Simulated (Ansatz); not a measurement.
# CaTi2Cd2: relaxing a made-up structure

This structure for CaTi2Cd2 is made up. Its elements were placed in a known structure type with a cell scaled to their sizes. What cell does the guess relax to, and how far off was it?

Main program and level: Ansatz 0.2.0; DFT, r2SCAN, plane-wave PAW, files of the set soft_1, scalar-relativistic, no spin, cell and ions relaxed at zero pressure; PAW set soft_1, in the first sound run; inputs show where later runs differ.

### Step 1. Starting point

Symmetry: I4/mmm, No. 139, tetragonal system. Conventional cell: a = 4.446 Å, b = 4.446 Å, c = 10.764 Å, α = 90.00°, β = 90.00°, γ = 90.00°. Nearest to Cd lie 4 Ti at 2.61 Å and 4 Cd at 3.14 Å and 4 Ca at 3.49 Å. Nearest to Ti lie 4 Cd at 2.61 Å and 1 Ti at 2.64 Å and 4 Ca at 3.41 Å. Ca has 8 Ti at 3.41 Å and 8 Cd at 3.49 Å nearest. Farther neighbours are not listed.

### Step 2. Relaxing cell and atoms

The guess takes its coordinates from another compound and its volume from a rule, so the cell and any free coordinates are relaxed together.

Input file input.yaml:

```yaml
crystal:
  lattice:
    - [-2.223, 2.223, 5.382]
    - [2.223, -2.223, 5.382]
    - [2.223, 2.223, -5.382]
  atoms:
    - { symbol: Cd, position: [0.75, 0.25, 0.5] }
    - { symbol: Cd, position: [0.25, 0.75, 0.5] }
    - { symbol: Ti, position: [0.3773, 0.3773, 0.0] }
    - { symbol: Ti, position: [0.6227, 0.6227, 0.0] }
    - { symbol: Ca, position: [0.0, 0.0, 0.0] }
kpoints:
  mp_grid: { grid: [8, 8, 8] }
scf:
  occupations: { method: fermi_dirac, width: 0.05 }
hamiltonian:
  xc: r2scan
  pseudopotentials: { kind: paw, azcp: { folder: soft_1 } }
relax:
  f_tol: 0.015
  max_steps: 70
  cell: {}
output:
  forces: true
  stress: true
```

Launch:

```console
> ansatz run input.yaml --threads 4 --pin off --max-ram 8192MiB --backend cpu --events-out ev --progress --plain --runs-dir out
```

Numbers of over 12 decimals in the logs are rounded to 6 here.

The program printed:

```text
Engine: ansatz 0.2.0, aarch64-unknown-linux-gnu
Pseudopotentials: kind: paw
Pseudopotential: Cd, paw, valence charge 20, recommended cutoff 500 eV (meta_gga), soft_1/Cd.paw.azcp
Pseudopotential: Ti, paw, valence charge 12, recommended cutoff 500 eV (meta_gga), soft_1/Ti.paw.azcp
Pseudopotential: Ca, paw, valence charge 10, recommended cutoff 500 eV (meta_gga), soft_1/Ca.paw.azcp
Functional definition: r2SCAN
  parameter k0 = 0.174
  parameter k1 = 0.065
  parameter a1 = 4.9479
  exchange = r2scan_x(k0 = k0, k1 = k1, a1 = a1)
  correlation = r2scan_c
Crystal: 5 atoms, lattice volume = 106.386 Å³
Basis set: ecut = 500 eV, 2703 PW (Γ), exchange–correlation on 192×192×192 points (64 copies of the dense FFT grid, shifted against one another)
Bands: 45, of which v1, the nominal top of the filled ones, is band 37 counted from 1 (36 counted from 0)
Symmetry: 16 space group operations
Space group: I4/mmm (ITA 139), of the structure as read, at distance tolerance 4.7e-5 Å
k-points: 59 of 512
Non-local potential: Cd, projectors of the file, l = 0: 3, l = 1: 2, l = 2: 2, l = 3: 1
Non-local potential: Ti, projectors of the file, l = 0: 3, l = 1: 2, l = 2: 3, l = 3: 1
Non-local potential: Ca, projectors of the file, l = 0: 3, l = 1: 2, l = 2: 2
PAW form: soft (Blöchl's): semilocal exchange-correlation on the pseudo side does not see the compensation charge
PAW frozen core: Cd, regenerated for the run's functional (the file was generated under x = pbe(κ = 0.804, μ = 0.219515), c = pbe(β = 0.066725))
PAW frozen core: Ti, regenerated for the run's functional (the file was generated under x = pbe(κ = 0.804, μ = 0.219515), c = pbe(β = 0.066725))
PAW frozen core: Ca, regenerated for the run's functional (the file was generated under x = pbe(κ = 0.804, μ = 0.219515), c = pbe(β = 0.066725))
PAW one-centre angular grid: Cd, 590 points (default); XC on 160 Gauss nodes
PAW one-centre angular grid: Ti, 590 points (default); XC on 160 Gauss nodes
PAW one-centre angular grid: Ca, 302 points (default); XC on 160 Gauss nodes
Initial density: superposition of atomic densities (chi_scale 0.1, normalization cell, long waves kept (reshape's long-wave potential 0.00 eV rms))
Initial wavefunctions: pseudopotential atomic-orbital guess
Functional: x = r2scan, c = r2scan; τ floored in thin density (d = 2e-4 eV/Å³)
SCF iter   1: F=—  HF=-23367.204151 eV  |F-HF|=—  |Δ(HF+E_count)|=         —  Δρ=7.77e-2  dr2=1.43e1  dr2_τ=1.75e-1  ethr=3.10e-3  ⟨swp⟩=7.6  Hψ=10005  notcnv=0
preconditioner: auto → Kerker (q_TF=auto, 2.568 Å⁻¹)  [metal: Δε(μ)=0.002 eV  Ē_g=6.180 eV  σ=0.050 eV  W_gap=0.01  n_scr=32 (ndim 8)  ℏωp=21.0 eV  f_vac=0.000  D(μ)=5.51/eV (n_scr^D=44)]
SCF iter   2: F=—  HF=-23364.691522 eV  |F-HF|=—  |Δ(HF+E_count)|=    2.51e0  Δρ=3.07e-2  dr2=3.40e0  dr2_τ=4.03e-2  ethr=3.10e-3  ⟨swp⟩=2.9  Hψ=5863  notcnv=0  defer=24
SCF iter   3: F=—  HF=-23364.201669 eV  |F-HF|=—  |Δ(HF+E_count)|=   4.90e-1  Δρ=1.37e-2  dr2=6.82e-1  dr2_τ=1.56e-2  ethr=3.10e-3  ⟨swp⟩=2.5  Hψ=3943  notcnv=0  defer=15
SCF iter   4: F=—  HF=-23364.137327 eV  |F-HF|=—  |Δ(HF+E_count)|=   6.43e-2  Δρ=7.58e-3  dr2=9.10e-2  dr2_τ=6.17e-3  ethr=9.21e-4  ⟨swp⟩=3.0  Hψ=3941  notcnv=0  defer=13
SCF iter   5: F=—  HF=-23364.130883 eV  |F-HF|=—  |Δ(HF+E_count)|=   6.44e-3  Δρ=3.06e-3  dr2=1.00e-2  dr2_τ=3.77e-4  ethr=1.23e-4  ⟨swp⟩=2.5  Hψ=3750  notcnv=0  defer=8
SCF iter   6: F=—  HF=-23364.133687 eV  |F-HF|=—  |Δ(HF+E_count)|=   2.80e-3  Δρ=1.16e-3  dr2=1.43e-3  dr2_τ=6.64e-5  ethr=1.35e-5  ⟨swp⟩=2.0  Hψ=3524  notcnv=0  defer=8
SCF iter   7: F=—  HF=-23364.134653 eV  |F-HF|=—  |Δ(HF+E_count)|=   9.66e-4  Δρ=5.26e-4  dr2=2.79e-4  dr2_τ=1.48e-5  ethr=1.93e-6  ⟨swp⟩=2.0  Hψ=3102  notcnv=0  defer=8
SCF iter   8: F=—  HF=-23364.134831 eV  |F-HF|=—  |Δ(HF+E_count)|=   1.78e-4  Δρ=2.29e-4  dr2=4.03e-5  dr2_τ=2.09e-6  ethr=3.77e-7  ⟨swp⟩=2.0  Hψ=4066  notcnv=0  defer=8
SCF iter   9: F=—  HF=-23364.134736 eV  |F-HF|=—  |Δ(HF+E_count)|=   9.48e-5  Δρ=6.40e-5  dr2=5.24e-6  dr2_τ=1.71e-7  ethr=5.45e-8  ⟨swp⟩=2.0  Hψ=4305  notcnv=0  defer=8
SCF iter  10: F=—  HF=-23364.134738 eV  |F-HF|=—  |Δ(HF+E_count)|=   1.86e-6  Δρ=2.43e-5  dr2=7.21e-7  dr2_τ=2.56e-8  ethr=7.08e-9  ⟨swp⟩=2.1  Hψ=3661  notcnv=0  defer=8
SCF iter  11: F=-23364.134738 eV  HF=-23364.134738 eV  |F-HF|=1.73e-8  |Δ(HF+E_count)|=   8.89e-8  Δρ=8.11e-6  dr2=5.73e-8  dr2_τ=1.86e-9  ethr=1.35e-10  ⟨swp⟩=3.0  Hψ=11335  notcnv=0
SCF 1 converged in 11 iterations: F = -23364.134738 eV  dr2 = 5.73e-8
  greatest PAW one-centre occupation: 1.002 electrons in one spin orbital (limit 2), on the Cd atom at site 1 (counted from 0), in its partial waves of l = 0
relax step   1: F+E_penalty+E_count = -23364.13473825 eV  Δ(F+E_penalty+E_count) = +0.000e0 eV  max|allowed force component| = 1.126e0 eV/Å  Δτ_max = 0.0000 Å  P = +11.139 GPa  Ω = 106.386 Å³  (11 SCF iters, dr2 threshold 1.00e-7 eV, accepted)
Crystal: 5 atoms, lattice volume = 121.508 Å³
Basis set: ecut = 500 eV, 3061 PW (Γ), exchange–correlation on 192×192×192 points (64 copies of the dense FFT grid, shifted against one another)
Initial density: handed on by an earlier stage of this run
Initial wavefunctions: those handed on with the density
iter 1 solved again at ethr=4.36e-4 eV; its pass at ethr=3.10e-3 eV (dr2=3.23e-1 eV) is discarded
SCF iter   1: F=—  HF=-23363.141825 eV  |F-HF|=—  |Δ(HF+E_count)|=         —  Δρ=1.65e-2  dr2=3.27e-1  dr2_τ=1.32e0  ethr=4.36e-4  ⟨swp⟩=1.0  Hψ=13363  notcnv=0
preconditioner: auto → Kerker (q_TF=auto, 2.512 Å⁻¹)  [metal: Δε(μ)=0.019 eV  Ē_g=7.758 eV  σ=0.050 eV  W_gap=0.10  n_scr=32 (ndim 8)  ℏωp=19.6 eV  f_vac=0.000  D(μ)=6.79/eV (n_scr^D=76)]
SCF iter   2: F=—  HF=-23364.721298 eV  |F-HF|=—  |Δ(HF+E_count)|=    1.58e0  Δρ=1.00e-2  dr2=2.90e-1  dr2_τ=1.03e-2  ethr=4.36e-4  ⟨swp⟩=3.0  Hψ=5571  notcnv=0
SCF iter   3: F=—  HF=-23364.688399 eV  |F-HF|=—  |Δ(HF+E_count)|=   3.29e-2  Δρ=4.15e-3  dr2=6.86e-2  dr2_τ=5.83e-4  ethr=3.92e-4  ⟨swp⟩=3.0  Hψ=3798  notcnv=0  defer=2
SCF iter   4: F=—  HF=-23364.677021 eV  |F-HF|=—  |Δ(HF+E_count)|=   1.14e-2  Δρ=1.89e-3  dr2=1.29e-2  dr2_τ=3.67e-4  ethr=9.27e-5  ⟨swp⟩=2.1  Hψ=3493  notcnv=0  defer=2
SCF iter   5: F=—  HF=-23364.675979 eV  |F-HF|=—  |Δ(HF+E_count)|=   1.04e-3  Δρ=8.66e-4  dr2=1.60e-3  dr2_τ=4.38e-5  ethr=1.74e-5  ⟨swp⟩=2.1  Hψ=3966  notcnv=0  defer=2
SCF iter   6: F=—  HF=-23364.676115 eV  |F-HF|=—  |Δ(HF+E_count)|=   1.36e-4  Δρ=3.51e-4  dr2=1.65e-4  dr2_τ=6.48e-6  ethr=2.17e-6  ⟨swp⟩=2.0  Hψ=3012  notcnv=0  defer=2
[...]
relax step   6: F+E_penalty+E_count = -23364.92271181 eV  Δ(F+E_penalty+E_count) = -8.629e-2 eV  max|allowed force component| = 4.946e-1 eV/Å  Δτ_max = 0.0590 Å  P = +0.380 GPa  Ω = 115.380 Å³  energy of the carried Pulay correction = -6.185e-3 eV  (14 SCF iters, accepted)
relax step   7: F+E_penalty+E_count = -23364.83125278 eV  Δ(F+E_penalty+E_count) = +9.146e-2 eV  max|allowed force component| = 1.888e0 eV/Å  Δτ_max = 0.0975 Å  P = +3.241 GPa  Ω = 111.806 Å³  energy of the carried Pulay correction = -3.788e-3 eV  (9 SCF iters, dr2 threshold 5.00e-7 eV, rejected (line search))
relax step   8: F+E_penalty+E_count = -23364.94635142 eV  Δ(F+E_penalty+E_count) = -2.364e-2 eV  max|allowed force component| = 2.703e-1 eV/Å  Δτ_max = 0.0300 Å  P = +0.111 GPa  Ω = 115.714 Å³  energy of the carried Pulay correction = -6.406e-3 eV  (14 SCF iters, accepted)
relax step   9: F+E_penalty+E_count = -23364.95561901 eV  Δ(F+E_penalty+E_count) = -9.268e-3 eV  max|allowed force component| = 1.129e-1 eV/Å  Δτ_max = 0.0205 Å  P = -0.026 GPa  Ω = 115.915 Å³  energy of the carried Pulay correction = -6.537e-3 eV  (7 SCF iters, dr2 threshold 5.00e-7 eV, accepted)
relax step  10: F+E_penalty+E_count = -23364.95951423 eV  Δ(F+E_penalty+E_count) = -3.895e-3 eV  max|allowed force component| = 9.988e-2 eV/Å  Δτ_max = 0.0255 Å  P = -0.061 GPa  Ω = 115.858 Å³  energy of the carried Pulay correction = -6.500e-3 eV  (8 SCF iters, dr2 threshold 5.00e-7 eV, accepted)
relax step  11: F+E_penalty+E_count = -23364.96013087 eV  Δ(F+E_penalty+E_count) = -6.166e-4 eV  max|allowed force component| = 3.873e-2 eV/Å  Δτ_max = 0.0044 Å  P = -0.056 GPa  Ω = 115.808 Å³  energy of the carried Pulay correction = -6.467e-3 eV  (6 SCF iters, dr2 threshold 5.00e-7 eV, accepted)
relax step  12: F+E_penalty+E_count = -23364.96066390 eV  Δ(F+E_penalty+E_count) = -5.330e-4 eV  max|allowed force component| = 6.431e-3 eV/Å  Δτ_max = 0.0004 Å  P = +0.072 GPa  Ω = 115.445 Å³  energy of the carried Pulay correction = -6.228e-3 eV  (7 SCF iters, dr2 threshold 9.38e-8 eV, accepted)
relax step  13: F+E_penalty+E_count = -23364.96061700 eV  Δ(F+E_penalty+E_count) = +4.690e-5 eV  max|allowed force component| = 7.198e-4 eV/Å  Δτ_max = 0.0003 Å  P = -0.003 GPa  Ω = 115.593 Å³  energy of the carried Pulay correction = -6.326e-3 eV  (6 SCF iters, dr2 threshold 2.86e-8 eV, accepted)
Basis set: ecut = 500 eV, 2929 PW (Γ), exchange–correlation on 200×200×200 points (64 copies of the dense FFT grid, shifted against one another)
Initial wavefunctions: pseudopotential atomic-orbital guess (no wavefunctions were taken with the density)
iter 1 solved again at ethr=6.03e-7 eV; its pass at ethr=3.10e-3 eV (dr2=4.46e-4 eV) is discarded
SCF iter   1: F=—  HF=-23364.966425 eV  |F-HF|=—  |Δ(HF+E_count)|=         —  Δρ=4.00e-4  dr2=1.10e-5  dr2_τ=1.10e-4  ethr=6.03e-7  ⟨swp⟩=2.7  Hψ=15442  notcnv=0
preconditioner: auto → Kerker (q_TF=auto, 2.533 Å⁻¹)  [metal: Δε(μ)=0.009 eV  Ē_g=7.825 eV  σ=0.050 eV  W_gap=0.05  n_scr=32 (ndim 8)  ℏωp=20.1 eV  f_vac=0.000  D(μ)=6.17/eV (n_scr^D=60)]
SCF iter   2: F=—  HF=-23364.967108 eV  |F-HF|=—  |Δ(HF+E_count)|=   6.83e-4  Δρ=2.09e-4  dr2=3.78e-6  dr2_τ=1.58e-5  ethr=1.49e-8  ⟨swp⟩=2.0  Hψ=4860  notcnv=0
SCF iter   3: F=—  HF=-23364.967275 eV  |F-HF|=—  |Δ(HF+E_count)|=   1.66e-4  Δρ=4.15e-5  dr2=2.94e-6  dr2_τ=1.46e-7  ethr=5.10e-9  ⟨swp⟩=2.0  Hψ=4777  notcnv=0
SCF iter   4: F=—  HF=-23364.967274 eV  |F-HF|=—  |Δ(HF+E_count)|=   2.57e-7  Δρ=1.06e-5  dr2=1.09e-7  dr2_τ=8.88e-9  ethr=3.97e-9  ⟨swp⟩=2.0  Hψ=2923  notcnv=0
SCF iter   5: F=—  HF=-23364.967274 eV  |F-HF|=—  |Δ(HF+E_count)|=   7.23e-8  Δρ=2.47e-6  dr2=1.33e-8  dr2_τ=1.29e-9  ethr=1.47e-10  ⟨swp⟩=2.0  Hψ=4203  notcnv=0
SCF iter   6: F=—  HF=-23364.967274 eV  |F-HF|=—  |Δ(HF+E_count)|=   6.49e-9  Δρ=1.10e-6  dr2=2.89e-9  dr2_τ=8.60e-11  ethr=1.80e-11  ⟨swp⟩=2.0  Hψ=3662  notcnv=0
SCF iter   7: F=—  HF=-23364.967274 eV  |F-HF|=—  |Δ(HF+E_count)|=  8.51e-10  Δρ=7.11e-7  dr2=7.92e-10  dr2_τ=6.84e-11  ethr=3.91e-12  ⟨swp⟩=2.0  Hψ=3692  notcnv=0
SCF iter   8: F=—  HF=-23364.967274 eV  |F-HF|=—  |Δ(HF+E_count)|=  1.82e-10  Δρ=1.53e-7  dr2=5.00e-11  dr2_τ=1.71e-12  ethr=1.07e-12  ⟨swp⟩=2.0  Hψ=3757  notcnv=0
SCF iter   9: F=-23364.967274 eV  HF=-23364.967274 eV  |F-HF|=1.82e-11  |Δ(HF+E_count)|=  3.64e-11  Δρ=5.78e-8  dr2=8.47e-12  dr2_τ=1.76e-13  ethr=1.00e-12  ⟨swp⟩=4.0  Hψ=8119  notcnv=0
SCF 14 converged in 9 iterations: F = -23364.967274 eV  dr2 = 8.47e-12
relax step  14: F+E_penalty+E_count = -23364.96727443 eV  Δ(F+E_penalty+E_count) = -6.657e-3 eV  max|allowed force component| = 1.491e-3 eV/Å  Δτ_max = 0.0000 Å  P = +0.002 GPa  Ω = 115.593 Å³  stress off target by 1.36e-2 GPa  SCF on the basis re-selected at this cell (its energy is not comparable with the rows above)  (9 SCF iters)
basis re-selected at this cell: Δ(F+E_penalty+E_count) = -6.657e-3 eV, ΔP = +0.005 GPa vs the last step (what re-selecting the basis moved, of the pressure what is left beyond the Pulay correction that the steps carried, after the strain that the cell walked since its last selection, with what the two solves' SCF thresholds leave and, on support functions, any second-order correction that the steps lacked; it is no measure of the basis error at this ecutwfc). The dense FFT grid was sized anew with the basis: this SCF ran on 50×50×50 points, the steps before it on 48×48×48, so part of this shift can come from that change (see relax.cell in the input reference). [rest of the remark cut]
SCF converged after 9 iterations
Free energy (F): -23364.967274 eV
Harris-Foulkes:  -23364.967274 eV  (|F-HF|=1.82e-11)
Internal energy: -23364.916361 eV  (E = F + TS)
E sigma→0 (E₀):  -23364.941818 eV
Entropy (-TS):   -0.050913 eV (-10.183 meV/atom)
Fermi energy:    10.990702 eV
--- Per-component energies (eV) ---
  E_band       = -1473.067959
  E_kinetic    = 1704.384277
  E_local      = -10102.489107  (includes V_loc(G=0)·N_el)
  E_nonlocal   = 452.929426
  E_hartree    = 4465.126439
  E_xc         = -647.751950
  E_vxc        = -936.143761  (∫ρ·V_xc dr)
  E_paw        = -11214.432782  (= ΣΔE_a)
  E_vpaw       = -1584.885634  (= ΣTr[D̂ρ^β])
  E_aug_tail   = -0.000021  (compensation charges beyond the density's cutoff)
  E_vtau       = 62.884038  (kinetic-family band-sum trace: ∫τ·v_τ [+ j·A + Jᵃ·Aᵃ] dr)
  E_ewald      = -8020.825537
  E_core_change = -1.857108  (= ΣΔE_core)
  E_smearing   = -0.050913  (= −TS)
  E_closure    = 0.000000  (closes the sum)
  Σ components = -23364.967274   (vs F -23364.967274, Δ=0.00e0)
--- Forces (eV/Å), atoms counted from 1 ---
  atom   1  Cd     0.00000000     0.00000000     0.00000000
  atom   2  Cd     0.00000000     0.00000000     0.00000000
  atom   3  Ti     0.00000000     0.00000000     0.00149121
  atom   4  Ti     0.00000000     0.00000000    -0.00149121
  atom   5  Ca    -0.00000000     0.00000000     0.00000000
  max |Σ_I F_I| component: 5.42e-18 eV/Å
--- Stress (GPa, compression-positive) ---
       -0.003497       0.000000       0.000000
        0.000000      -0.003497      -0.000000
        0.000000      -0.000000       0.013613
  P = ⅓ Tr σ = 0.0022 GPa (0.022 kbar)
--- Relaxed structure (13 steps of the walk, 11 accepted, 1 SCFs on fresh bases) ---
  F+E_penalty+E_count = -23364.96727443 eV   max|allowed force component| = 1.491e-3 eV/Å   (the final SCF, on the basis selected at the relaxed cell)
  cell:  # Å, volume = 115.5928 Å³
    - [-2.225255, 2.225255, 5.835945]
    - [2.225255, -2.225255, 5.835945]
    - [2.225255, 2.225255, -5.835945]
  atoms:
    - { symbol: Cd, position: [0.75, 0.25, 0.5] }
    - { symbol: Cd, position: [0.25, 0.75, 0.5] }
    - { symbol: Ti, position: [0.413290, 0.413290, 0] }
    - { symbol: Ti, position: [0.586710, 0.586710, 0] }
    - { symbol: Ca, position: [-3.2332673482705964e-19, -3.2332673482705973e-19, 0] }
```

Elapsed: 99 s, on 4 threads of Arm Neoverse V2, shared host; peak memory 1.3 GiB.

Step by step:

| step | energy less that of the first step (eV) | largest force component (eV/Å) | pressure (GPa) | volume (Å³) |
| --- | --- | --- | --- | --- |
| 1 | 0.0000 | 1.1263 | 11.14 | 106.39 |
| 2 | -0.5413 | 0.3258 | 0.28 | 121.51 |
| 3 | -0.5583 | 0.2608 | -0.05 | 121.83 |
| 4 | -0.7017 | 0.4373 | -1.41 | 121.18 |
| 5 | -0.6259 | 2.7557 | 0.73 | 118.42 |
| 6 | -0.7880 | 0.4946 | 0.38 | 115.38 |
| 7 | -0.6965 | 1.8878 | 3.24 | 111.81 |
| 8 | -0.8116 | 0.2703 | 0.11 | 115.71 |
| 9 | -0.8209 | 0.1129 | -0.03 | 115.91 |
| 10 | -0.8248 | 0.0999 | -0.06 | 115.86 |
| 11 | -0.8254 | 0.0387 | -0.06 | 115.81 |
| 12 | -0.8259 | 0.0064 | 0.07 | 115.45 |
| 13 | -0.8259 | 0.0007 | 0.00 | 115.59 |
| 14* | -0.8325 | 0.0015 | 0.00 | 115.59 |

Relaxation steps marked * repeat the geometry before them on a plane-wave basis chosen anew for their cell, so energy and pressure can jump there. Relaxation steps 5, 7 were tried and not accepted.

Forces are held to the 16 operations that the run works with; a distortion that breaks them can't arise in this run.

| conventional cell, symmetrised | before | after | change |
| --- | --- | --- | --- |
| a (Å) | 4.446 | 4.451 | +0.1 % |
| b (Å) | 4.446 | 4.451 | +0.1 % |
| c (Å) | 10.764 | 11.672 | +8.4 % |
| volume (Å³/atom) | 21.28 | 23.12 | +8.7 % |

The atoms that moved most (Å, as changes of fractional coordinates times the final cell):

| atom | dx | dy | dz | length |
| --- | --- | --- | --- | --- |
| Ti3 | 0.000 | 0.000 | 0.420 | 0.420 |
| Ti4 | 0.000 | 0.000 | -0.420 | 0.420 |

Numbers from this step:

| Property | Result |
| --- | --- |
| free energy | -23364.9673 eV |
| energy at zero smearing | -23364.9418 eV |
| smearing term TS | 0.05091 eV |
| Fermi energy | 10.99 eV |
| electrons | 74 |
| symmetry operations | 16 |
| pressure | 0.002206 GPa |

The shortest distance of each pair, which need not be the same contact before and after:

| pair | guess (Å) | relaxed (Å) |
| --- | --- | --- |
| Ti–Ti | 2.641 | 2.024 |
| Cd–Ti | 2.611 | 2.930 |
| Cd–Cd | 3.144 | 3.147 |
| Ca–Ti | 3.410 | 3.306 |
| Ca–Cd | 3.490 | 3.670 |

The relaxation ends with a largest force component of 0.0015 eV/Å and a pressure of 0.00 GPa.

(Continued in part 2 of 2.)

[Logs are printed without paths, hosts, clocks, repeated set-up lines and the standing remarks that a program may print on its own settings, such as how far it seeks lower states.]

[Hosts, paths, dates, database ids (printed as entryN), source tags and the programs' standing remarks are cut or masked in the printed files.]
